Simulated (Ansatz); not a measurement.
# B on Pd(100): change of the work function

Wanted: Δφ(θ) for B/Pd(100), starting from the top site.

Program: Ansatz 0.2.0. Level of theory: plane-wave DFT, PBE, Ansatz PAW, in the first sound run; inputs show where later runs differ. Results are calculated unless marked as measured.

## Step 1: The starting structure

The cell holds 4 atoms: 4 Pd. Cell: a = 2.751 Å, b = 2.751 Å, c = 23.835 Å, α = 90.0°, β = 90.0°, γ = 90.0°. Vacuum lies along c.

## Step 2: The clean slab

The bare slab comes first, as the zero from which every change is counted. The two lowest layers are held at bulk places and the upper ones relax. The dipole correction removes the false field that a one-sided slab makes across the periodic vacuum, so each face gets a flat vacuum level of its own.

The input, input.yaml:

```yaml
crystal:
  lattice:
    - [2.7506453788, 0.0, 0.0]
    - [0.0, 2.7506453788, 0.0]
    - [0.0, 0.0, 23.835]
  atoms:
    - { symbol: Pd, position: [0.5, 0.5, 0.3775959723] }
    - { symbol: Pd, position: [0.0, 0.0, 0.4591986574] }
    - { symbol: Pd, position: [0.5, 0.5, 0.5408013426] }
    - { symbol: Pd, position: [0.0, 0.0, 0.6224040277] }
kpoints:
  mp_grid: { grid: [11, 11, 1] }
hamiltonian:
  xc: pbe
scf:
  occupations: { method: fermi_dirac, width: 0.1 }
  convergence: { dr2_threshold: 1.0e-08 }
efield:
  axis: 3
  dipole_correction: true
  ramp_position: 0.97
  ramp_width: 0.06
relax:
  f_tol: 0.02
  max_steps: 60
  constraints: [{ sites: [0, 1] }]
output:
  write_potential: true
  write_density: true
  volumetric_format: npy
```

The run is started by

```console
> ansatz run input.yaml --threads 4 --pin off --max-ram 12288MiB --backend cpu --events-out ev --progress --plain --runs-dir out
```

Numbers of over 12 decimals in the logs are rounded to 6 here.

The program printed:

```text
Engine: ansatz 0.2.0, aarch64-unknown-linux-gnu
Pseudopotentials: kind: paw
Pseudopotential: Pd, paw, valence charge 18, recommended cutoff 420 eV (normal), Pd.paw.azcp
Functional definition: PBE
  parameter kappa = 0.804
  parameter beta = 0.066725
  exchange = pbe_x(kappa = kappa, mu = beta*pi^2/3)
  correlation = pbe_c(beta = beta)
Crystal: 4 atoms, lattice volume = 180.337 Å³
Basis set: ecut = 420 eV, 3579 PW (Γ), exchange–correlation on 40×40×320 points (8 copies of the dense FFT grid, shifted against one another)
Bands: 44, of which v1, the nominal top of the filled ones, is band 36 counted from 1 (35 counted from 0)
Symmetry: 8 space group operations
k-points: 21 of 121
Non-local potential: Pd, projectors of the file, l = 0: 2, l = 1: 2, l = 2: 2, l = 3: 1
PAW form: soft (Blöchl's): semilocal exchange-correlation on the pseudo side does not see the compensation charge
PAW one-centre angular grid: Pd, 590 points (default); XC on 64 Gauss nodes
Initial density: superposition of atomic densities (neutral atoms: chi_scale 0, normalization atom), corrected by the library's trained network
Initial wavefunctions: pseudopotential atomic-orbital guess
Functional: x = pbe(κ = 0.804, μ = 0.219515), c = pbe(β = 0.066725)
SCF iter   1: F=—  HF=-27890.100199 eV  |F-HF|=—  |Δ(HF+E_count)|=         —  Δρ=8.21e-3  dr2=7.83e-1  ethr=1.77e-3  p=0.000 e·Å  D=1.08e-13 V/Å  ΔV_dip=-0.00 eV  dr2_dipole=9.41e-8  V_vac-E_F(+/−)=4.79/4.79 eV  ⟨swp⟩=8.6  Hψ=4200  notcnv=0  defer=8
efield: sawtooth ramp at fractional position 0.9700 (set: `efield.ramp_position`, or a place that a band, a saddle search or an elastic batch's reference lends), width 0.0600; the density the first Hamiltonian is built on has a dipole p = 0.000 e·Å; the dipole correction subtracts the counter field D = 1.08e-13 V/Å, which shifts the + side's vacuum level by -0.00 eV against the − side's; the planar-averaged density in the ramp window peaks in size at 7.1e-6 e/Å³
preconditioner: auto → LDOS  [metal: Δε(μ)=0.013 eV  Ē_g=7.035 eV  σ=0.100 eV  W_gap=0.03  n_scr=28 (ndim 8)  ℏωp=17.5 eV  f_vac=0.617  D(μ)=8.06/eV (n_scr^D=72)  β→1.0]
SCF iter   2: F=—  HF=-27890.084059 eV  |F-HF|=—  |Δ(HF+E_count)|=   1.61e-2  Δρ=7.04e-3  dr2=1.29e-1  ethr=1.09e-3  p=0.000 e·Å  D=1.61e-5 V/Å  ΔV_dip=-0.00 eV  dr2_dipole=1.70e-7  V_vac-E_F(+/−)=5.14/5.14 eV  ⟨swp⟩=2.7  Hψ=1230  notcnv=0  defer=26
SCF iter   3: F=—  HF=-27890.071522 eV  |F-HF|=—  |Δ(HF+E_count)|=   1.25e-2  Δρ=2.89e-3  dr2=7.72e-2  ethr=1.80e-4  p=0.000 e·Å  D=3.33e-6 V/Å  ΔV_dip=-0.00 eV  dr2_dipole=1.22e-8  V_vac-E_F(+/−)=5.03/5.03 eV  ⟨swp⟩=2.2  Hψ=1422  notcnv=0  defer=26
SCF iter   4: F=—  HF=-27890.069106 eV  |F-HF|=—  |Δ(HF+E_count)|=   2.42e-3  Δρ=7.04e-4  dr2=1.47e-3  ethr=1.07e-4  p=0.000 e·Å  D=1.05e-6 V/Å  ΔV_dip=-0.00 eV  dr2_dipole=3.65e-9  V_vac-E_F(+/−)=5.09/5.09 eV  ⟨swp⟩=1.7  Hψ=928  notcnv=0  defer=26
SCF iter   5: F=—  HF=-27890.069467 eV  |F-HF|=—  |Δ(HF+E_count)|=   3.62e-4  Δρ=2.45e-4  dr2=9.01e-5  ethr=2.05e-6  p=0.000 e·Å  D=2.99e-6 V/Å  ΔV_dip=-0.00 eV  dr2_dipole=3.14e-9  V_vac-E_F(+/−)=5.10/5.10 eV  ⟨swp⟩=2.0  Hψ=1383  notcnv=0  defer=26
SCF iter   6: F=—  HF=-27890.069648 eV  |F-HF|=—  |Δ(HF+E_count)|=   1.81e-4  Δρ=4.93e-5  dr2=6.36e-6  ethr=1.25e-7  p=0.000 e·Å  D=2.65e-7 V/Å  ΔV_dip=-0.00 eV  dr2_dipole=7.80e-11  V_vac-E_F(+/−)=5.09/5.09 eV  ⟨swp⟩=2.0  Hψ=1394  notcnv=0  defer=26
SCF iter   7: F=—  HF=-27890.069653 eV  |F-HF|=—  |Δ(HF+E_count)|=   4.50e-6  Δρ=2.18e-5  dr2=1.13e-6  ethr=8.84e-9  p=0.000 e·Å  D=2.12e-7 V/Å  ΔV_dip=-0.00 eV  dr2_dipole=8.40e-12  V_vac-E_F(+/−)=5.09/5.09 eV  ⟨swp⟩=2.8  Hψ=1609  notcnv=0  defer=26
SCF iter   8: F=—  HF=-27890.069653 eV  |F-HF|=—  |Δ(HF+E_count)|=   2.72e-7  Δρ=7.13e-6  dr2=1.40e-7  ethr=1.57e-9  p=0.000 e·Å  D=8.12e-8 V/Å  ΔV_dip=-0.00 eV  dr2_dipole=3.59e-13  V_vac-E_F(+/−)=5.09/5.09 eV  ⟨swp⟩=2.5  Hψ=1586  notcnv=0  defer=26
SCF iter   9: F=—  HF=-27890.069653 eV  |F-HF|=—  |Δ(HF+E_count)|=   1.32e-7  Δρ=2.67e-6  dr2=1.07e-8  ethr=1.94e-10  p=-0.000 e·Å  D=-1.86e-8 V/Å  ΔV_dip=0.00 eV  dr2_dipole=1.03e-13  V_vac-E_F(+/−)=5.09/5.09 eV  ⟨swp⟩=2.1  Hψ=1357  notcnv=0  defer=26
SCF iter  10: F=-27890.069653 eV  HF=-27890.069653 eV  |F-HF|=1.05e-8  |Δ(HF+E_count)|=   7.47e-8  Δρ=6.02e-7  dr2=5.85e-10  ethr=1.39e-11  p=-0.000 e·Å  D=-1.51e-9 V/Å  ΔV_dip=0.00 eV  dr2_dipole=2.33e-14  V_vac-E_F(+/−)=5.09/5.09 eV  ⟨swp⟩=9.1  Hψ=6018  notcnv=0
SCF 1 converged in 10 iterations: F = -27890.069653 eV  dr2 = 5.85e-10
  greatest PAW one-centre occupation: 0.999 electrons in one spin orbital (limit 2), on the Pd atom at site 0 (counted from 0), in its partial waves of l = 0
relax step   1: F+E_penalty+E_count = -27890.06965335 eV  Δ(F+E_penalty+E_count) = +0.000e0 eV  max|allowed force component| = 2.005e-1 eV/Å  Δτ_max = 0.0000 Å  (10 SCF iters, accepted)
Initial density: handed on by an earlier stage of this run
Initial wavefunctions: those handed on with the density
iter 1 solved again at ethr=1.93e-4 eV; its pass at ethr=3.10e-3 eV (dr2=1.39e-1 eV) is discarded
SCF iter   1: F=—  HF=-27890.110769 eV  |F-HF|=—  |Δ(HF+E_count)|=         —  Δρ=8.18e-3  dr2=1.58e-1  ethr=1.93e-4  p=-0.000 e·Å  D=-2.78e-7 V/Å  ΔV_dip=0.00 eV  dr2_dipole=7.53e-3  V_vac-E_F(+/−)=5.12/5.12 eV  ⟨swp⟩=2.0  Hψ=3630  notcnv=0  defer=25
efield: sawtooth ramp at fractional position 0.9700 (set: `efield.ramp_position`, or a place that a band, a saddle search or an elastic batch's reference lends), width 0.0600; the density the first Hamiltonian is built on has a dipole p = -0.000 e·Å; the dipole correction subtracts the counter field D = -2.78e-7 V/Å, which shifts the + side's vacuum level by +0.00 eV against the − side's; the planar-averaged density in the ramp window peaks in size at 2.3e-6 e/Å³
eigensolver tolerance schedule calibrated: the retry pair's looser diagonalisation under-reported the residual by θ = 0.12 (0.10/decade); ethr = c·dr2/N_el runs at the constant in force after the calibration composes with the one it found (an armed cap, an earlier calibration), c = 9.5e-2
preconditioner: auto → LDOS  [metal: Δε(μ)=0.018 eV  Ē_g=7.176 eV  σ=0.100 eV  W_gap=0.05  n_scr=28 (ndim 8)  ℏωp=17.5 eV  f_vac=0.612  D(μ)=8.11/eV (n_scr^D=72)  β→1.0]
SCF iter   2: F=—  HF=-27890.115007 eV  |F-HF|=—  |Δ(HF+E_count)|=   4.24e-3  Δρ=6.17e-3  dr2=1.85e-1  ethr=1.93e-4  p=0.010 e·Å  D=9.68e-3 V/Å  ΔV_dip=-0.23 eV  dr2_dipole=2.68e-2  V_vac-E_F(+/−)=4.87/5.10 eV  ⟨swp⟩=2.6  Hψ=1712  notcnv=0  defer=25
[...]
SCF iter   7: F=—  HF=-27890.081329 eV  |F-HF|=—  |Δ(HF+E_count)|=   5.83e-5  Δρ=6.60e-5  dr2=1.59e-5  ethr=6.50e-8  p=-0.000 e·Å  D=-1.90e-4 V/Å  ΔV_dip=0.00 eV  dr2_dipole=2.41e-8  V_vac-E_F(+/−)=5.11/5.10 eV  ⟨swp⟩=1.7  Hψ=1044  notcnv=0  defer=26
SCF iter   8: F=—  HF=-27890.081331 eV  |F-HF|=—  |Δ(HF+E_count)|=   2.64e-6  Δρ=2.36e-5  dr2=3.51e-6  ethr=2.11e-8  p=-0.000 e·Å  D=-1.80e-4 V/Å  ΔV_dip=0.00 eV  dr2_dipole=6.77e-8  V_vac-E_F(+/−)=5.11/5.10 eV  ⟨swp⟩=1.6  Hψ=960  notcnv=0  defer=26
SCF iter   9: F=—  HF=-27890.081327 eV  |F-HF|=—  |Δ(HF+E_count)|=   3.86e-6  Δρ=7.43e-6  dr2=2.66e-7  ethr=4.65e-9  p=-0.000 e·Å  D=-1.86e-4 V/Å  ΔV_dip=0.00 eV  dr2_dipole=7.74e-9  V_vac-E_F(+/−)=5.11/5.10 eV  ⟨swp⟩=1.7  Hψ=1059  notcnv=0  defer=26
SCF iter  10: F=—  HF=-27890.081328 eV  |F-HF|=—  |Δ(HF+E_count)|=   2.54e-7  Δρ=2.38e-6  dr2=3.84e-8  ethr=3.52e-10  p=-0.000 e·Å  D=-1.85e-4 V/Å  ΔV_dip=0.00 eV  dr2_dipole=2.02e-9  V_vac-E_F(+/−)=5.11/5.10 eV  ⟨swp⟩=1.9  Hψ=1215  notcnv=0  defer=26
SCF iter  11: F=-27890.081328 eV  HF=-27890.081328 eV  |F-HF|=3.01e-9  |Δ(HF+E_count)|=   2.80e-8  Δρ=1.01e-6  dr2=3.97e-9  ethr=1.33e-11  p=-0.000 e·Å  D=-1.84e-4 V/Å  ΔV_dip=0.00 eV  dr2_dipole=1.53e-11  V_vac-E_F(+/−)=5.11/5.10 eV  ⟨swp⟩=9.3  Hψ=6080  notcnv=0
SCF 2 converged in 11 iterations: F = -27890.081328 eV  dr2 = 3.97e-9
relax step   2: F+E_penalty+E_count = -27890.08132775 eV  Δ(F+E_penalty+E_count) = -1.167e-2 eV  max|allowed force component| = 6.613e-2 eV/Å  Δτ_max = 0.1300 Å  (11 SCF iters, accepted)
SCF iter   1: F=—  HF=-27890.084818 eV  |F-HF|=—  |Δ(HF+E_count)|=         —  Δρ=2.33e-3  dr2=2.70e-2  ethr=1.35e-4  p=-0.000 e·Å  D=-1.84e-4 V/Å  ΔV_dip=0.00 eV  dr2_dipole=5.22e-3  V_vac-E_F(+/−)=5.10/5.09 eV  ⟨swp⟩=3.2  Hψ=1970  notcnv=0  defer=26
efield: sawtooth ramp at fractional position 0.9700 (set: `efield.ramp_position`, or a place that a band, a saddle search or an elastic batch's reference lends), width 0.0600; the density the first Hamiltonian is built on has a dipole p = -0.000 e·Å; the dipole correction subtracts the counter field D = -1.84e-4 V/Å, which shifts the + side's vacuum level by +0.00 eV against the − side's; the planar-averaged density in the ramp window peaks in size at 9.5e-7 e/Å³
preconditioner: auto → LDOS  [metal: Δε(μ)=0.006 eV  Ē_g=7.143 eV  σ=0.100 eV  W_gap=0.01  n_scr=28 (ndim 8)  ℏωp=17.5 eV  f_vac=0.612  D(μ)=8.11/eV (n_scr^D=72)  β→1.0]
SCF iter   2: F=—  HF=-27890.084503 eV  |F-HF|=—  |Δ(HF+E_count)|=   3.15e-4  Δρ=1.57e-3  dr2=1.23e-2  ethr=3.75e-5  p=-0.002 e·Å  D=-2.28e-3 V/Å  ΔV_dip=0.05 eV  dr2_dipole=1.91e-3  V_vac-E_F(+/−)=5.16/5.10 eV  ⟨swp⟩=2.0  Hψ=1605  notcnv=0  defer=26
SCF iter   3: F=—  HF=-27890.082615 eV  |F-HF|=—  |Δ(HF+E_count)|=   1.89e-3  Δρ=5.35e-4  dr2=1.42e-3  ethr=1.71e-5  p=0.000 e·Å  D=1.73e-4 V/Å  ΔV_dip=-0.00 eV  dr2_dipole=1.44e-4  V_vac-E_F(+/−)=5.10/5.10 eV  ⟨swp⟩=2.0  Hψ=1401  notcnv=0  defer=26
SCF iter   4: F=—  HF=-27890.082462 eV  |F-HF|=—  |Δ(HF+E_count)|=   1.53e-4  Δρ=1.64e-4  dr2=7.29e-5  ethr=1.97e-6  p=-0.000 e·Å  D=-4.63e-5 V/Å  ΔV_dip=0.00 eV  dr2_dipole=8.34e-6  V_vac-E_F(+/−)=5.10/5.10 eV  ⟨swp⟩=2.0  Hψ=1289  notcnv=0  defer=26
SCF iter   5: F=—  HF=-27890.082508 eV  |F-HF|=—  |Δ(HF+E_count)|=   4.61e-5  Δρ=3.43e-5  dr2=8.78e-6  ethr=1.01e-7  p=-0.000 e·Å  D=-1.04e-4 V/Å  ΔV_dip=0.00 eV  dr2_dipole=2.83e-6  V_vac-E_F(+/−)=5.10/5.10 eV  ⟨swp⟩=2.6  Hψ=1489  notcnv=0  defer=26
SCF iter   6: F=—  HF=-27890.082511 eV  |F-HF|=—  |Δ(HF+E_count)|=   2.86e-6  Δρ=1.63e-5  dr2=6.88e-7  ethr=1.22e-8  p=-0.000 e·Å  D=-1.01e-4 V/Å  ΔV_dip=0.00 eV  dr2_dipole=5.17e-8  V_vac-E_F(+/−)=5.10/5.10 eV  ⟨swp⟩=1.5  Hψ=1012  notcnv=0  defer=26
SCF iter   7: F=—  HF=-27890.082511 eV  |F-HF|=—  |Δ(HF+E_count)|=   5.42e-7  Δρ=8.26e-6  dr2=2.48e-7  ethr=9.56e-10  p=-0.000 e·Å  D=-1.19e-4 V/Å  ΔV_dip=0.00 eV  dr2_dipole=1.58e-9  V_vac-E_F(+/−)=5.10/5.10 eV  ⟨swp⟩=1.7  Hψ=1075  notcnv=0  defer=26
SCF iter   8: F=—  HF=-27890.082511 eV  |F-HF|=—  |Δ(HF+E_count)|=   1.21e-8  Δρ=3.58e-6  dr2=7.73e-8  ethr=3.44e-10  p=-0.000 e·Å  D=-1.33e-4 V/Å  ΔV_dip=0.00 eV  dr2_dipole=4.99e-10  V_vac-E_F(+/−)=5.10/5.10 eV  ⟨swp⟩=1.1  Hψ=904  notcnv=0  defer=26
SCF iter   9: F=-27890.082511 eV  HF=-27890.082511 eV  |F-HF|=1.41e-8  |Δ(HF+E_count)|=   2.16e-8  Δρ=1.76e-6  dr2=8.25e-9  ethr=1.39e-11  p=-0.000 e·Å  D=-1.33e-4 V/Å  ΔV_dip=0.00 eV  dr2_dipole=1.39e-11  V_vac-E_F(+/−)=5.10/5.10 eV  ⟨swp⟩=8.3  Hψ=6327  notcnv=0
SCF 3 converged in 9 iterations: F = -27890.082511 eV  dr2 = 8.25e-9
relax step   3: F+E_penalty+E_count = -27890.08251139 eV  Δ(F+E_penalty+E_count) = -1.184e-3 eV  max|allowed force component| = 2.317e-3 eV/Å  Δτ_max = 0.0327 Å  (9 SCF iters, accepted)
NSCF: frozen V_eff on 21 k-points
the band table was solved once a step of the walk had ended and its energy, with any forces and stress, was formed, with the checks that follow a solve (5162 applications of the Hamiltonian). They found nothing against the state; the energy, forces and stress were not computed again (output.eigenvalues in the input reference)
WARN: The input density's exchange-correlation potential varies sharply where the density is thin. Do not read a vacuum level from v_tot or v_xc, or from such a field of the output density. On a cell that repeats whose density bears no net charge and no dipole along the vacuum's axis use v_es (v_loc + v_h of the components); under efield.dipole_correction with no amplitude use v_es + v_field, which holds any external [...]
SCF converged after 9 iterations
Free energy (F): -27890.082511 eV
Harris-Foulkes:  -27890.082511 eV  (|F-HF|=1.41e-8)
Internal energy: -27889.825125 eV  (E = F + TS)
E sigma→0 (E₀):  -27889.953818 eV
Entropy (-TS):   -0.257386 eV (-64.347 meV/atom)
Fermi energy:    3.056890 eV
Dipole field:    D = -0.000128 V/Å  (p = -0.000128 e·Å, saw-weighted, corrected)
Work function:   Φ+ = 5.1043 eV   Φ− = 5.1013 eV
Levels:          The Fermi level and band energies are counted from a zero that moves with the ramp; work functions are not
--- Per-component energies (eV) ---
  E_band       = -1731.108538
  E_kinetic    = 2053.375065
  E_local      = -119246.367766  (includes V_loc(G=0)·N_el)
  E_nonlocal   = 870.754068
  E_hartree    = 58376.765173
  E_xc         = -671.926310
  E_vxc        = -842.552198  (∫ρ·V_xc dr)
  E_paw        = -15002.313893  (= ΣΔE_a)
  E_vpaw       = -1319.837399  (= ΣTr[D̂ρ^β])
  E_aug_tail   = 0.000880  (compensation charges beyond the density's cutoff)
  E_efield     = 0.000000  (sawtooth field / dipole correction)
  E_vefield    = 0.000362  (∫n·V_field dr)
  E_ewald      = 45729.887657
  E_smearing   = -0.257386  (= −TS)
  E_closure    = -0.000000  (closes the sum)
  Σ components = -27890.082511   (vs F -27890.082511, Δ=0.00e0)
--- Forces (eV/Å), atoms counted from 1 ---
  atom   1  Pd     0.00000000     0.00000000    -0.18792908
  atom   2  Pd    -0.00000000     0.00000000     0.18365827
  atom   3  Pd     0.00000000     0.00000000     0.00231658
  atom   4  Pd     0.00000000     0.00000000     0.00198802
  max |Σ_I F_I| component: 3.38e-5 eV/Å
--- Band table (eV; the first three rows and the last of 21) ---
  k-point 0: bands = [... 32 lower, 2.4691, 2.5271, 2.5271, 2.9198, 3.0495, 3.1533, 3.1533, 4.1603, ... 4 higher]
  k-point 1: bands = [... 32 lower, 2.2537, 2.2677, 2.7047, 2.7875, 2.9094, 2.9680, 3.1910, 4.5967, ... 4 higher]
  k-point 2: bands = [... 32 lower, 1.9790, 2.1076, 2.5826, 2.6164, 2.9631, 3.1693, 3.2981, 5.4608, ... 4 higher]
  k-point 20: bands = [... 32 lower, 3.2075, 3.2851, 3.5512, 3.6043, 7.0416, 7.8978, 9.1471, 10.0848, ... 4 higher]
--- Relaxed structure (3 steps of the walk, 3 accepted, 0 SCFs on fresh bases) ---
  F+E_penalty+E_count = -27890.08251139 eV   max|allowed force component| = 2.317e-3 eV/Å
  atoms:
    - { symbol: Pd, position: [0.5, 0.5, 0.377596] }
    - { symbol: Pd, position: [0.0, 0.0, 0.459199] }
    - { symbol: Pd, position: [0.5, 0.5, 0.543317] }
    - { symbol: Pd, position: [0, 0.0, 0.626484] }
```

Elapsed: 11 s, on 4 threads of Arm Neoverse V2, shared host; peak memory 0.5 GiB.

The steps of the relaxation:

```csv
step,energy less that of the first step (eV),largest force component (eV/Å)
1,0.0000,0.2005
2,-0.0117,0.0661
3,-0.0129,0.0023
```

The run keeps the 8 symmetry operations that it works with, so distortions that break them were not tested.

The atoms that moved most (Å):

```csv
atom,dx,dy,dz,length
Pd4,0.000,0.000,0.097,0.097
Pd3,0.000,0.000,0.060,0.060
```

The relaxed structure:

```cif
data_structure
_symmetry_space_group_name_H-M 'P 1'
_symmetry_Int_Tables_number 1
_cell_length_a 2.7506
_cell_length_b 2.7506
_cell_length_c 23.8350
_cell_angle_alpha 90.000
_cell_angle_beta 90.000
_cell_angle_gamma 90.000
_cell_volume 180.34
loop_
_atom_site_label
_atom_site_type_symbol
_atom_site_fract_x
_atom_site_fract_y
_atom_site_fract_z
_atom_site_occupancy
Pd1 Pd 0.50000 0.50000 0.37760 1
Pd2 Pd 0.00000 0.00000 0.45920 1
Pd3 Pd 0.50000 0.50000 0.54332 1
Pd4 Pd 0.00000 0.00000 0.62648 1
```

This step gave:

* energy at zero smearing: -27889.9538 eV
* work function, upper face: 5.104 eV
* dipole along the normal: -1.28e-4 e·Å

Running mean over 1.945 Å of the planar mean; the ramp of the sawtooth is left out. Electron's electrostatic potential energy less the Fermi level against z:

```
z (Å)  electron's electrostatic potential energy less the Fermi level (eV)
    3                                                                 5.10
    4                                                                 5.10
    5                                                                 5.10
    6                                                                 5.06
    7                                                                 4.54
    8                                                                -1.67
    9                                                                -8.07
   10                                                                -8.46
   11                                                                -8.49
   12                                                                -8.02
   13                                                                -8.43
   14                                                                -8.05
   15                                                                -7.89
   16                                                               -0.965
   17                                                                 4.64
   18                                                                 5.07
   19                                                                 5.10
   20                                                                 5.10
```

The relaxation took 3 steps and lowered the energy by 0.013 eV; the largest force on the free atoms ends at 0.0023 eV/Å.

The work function of the upper face is 5.10 eV.

(Part 1 of 5 ends here.)

[Logs are printed without paths, hosts, clocks, repeated set-up lines and the standing remarks that a program may print on its own settings, such as how far it seeks lower states.]

[Hosts, paths, dates, database ids (printed as entryN), source tags and the programs' standing remarks are cut or masked in the printed files.]

[Maps of the electrostatic potential energy from Ansatz leave out the sawtooth potential of an applied field or a dipole correction, so their vacuum need not be flat; planar profiles and work functions include it.]
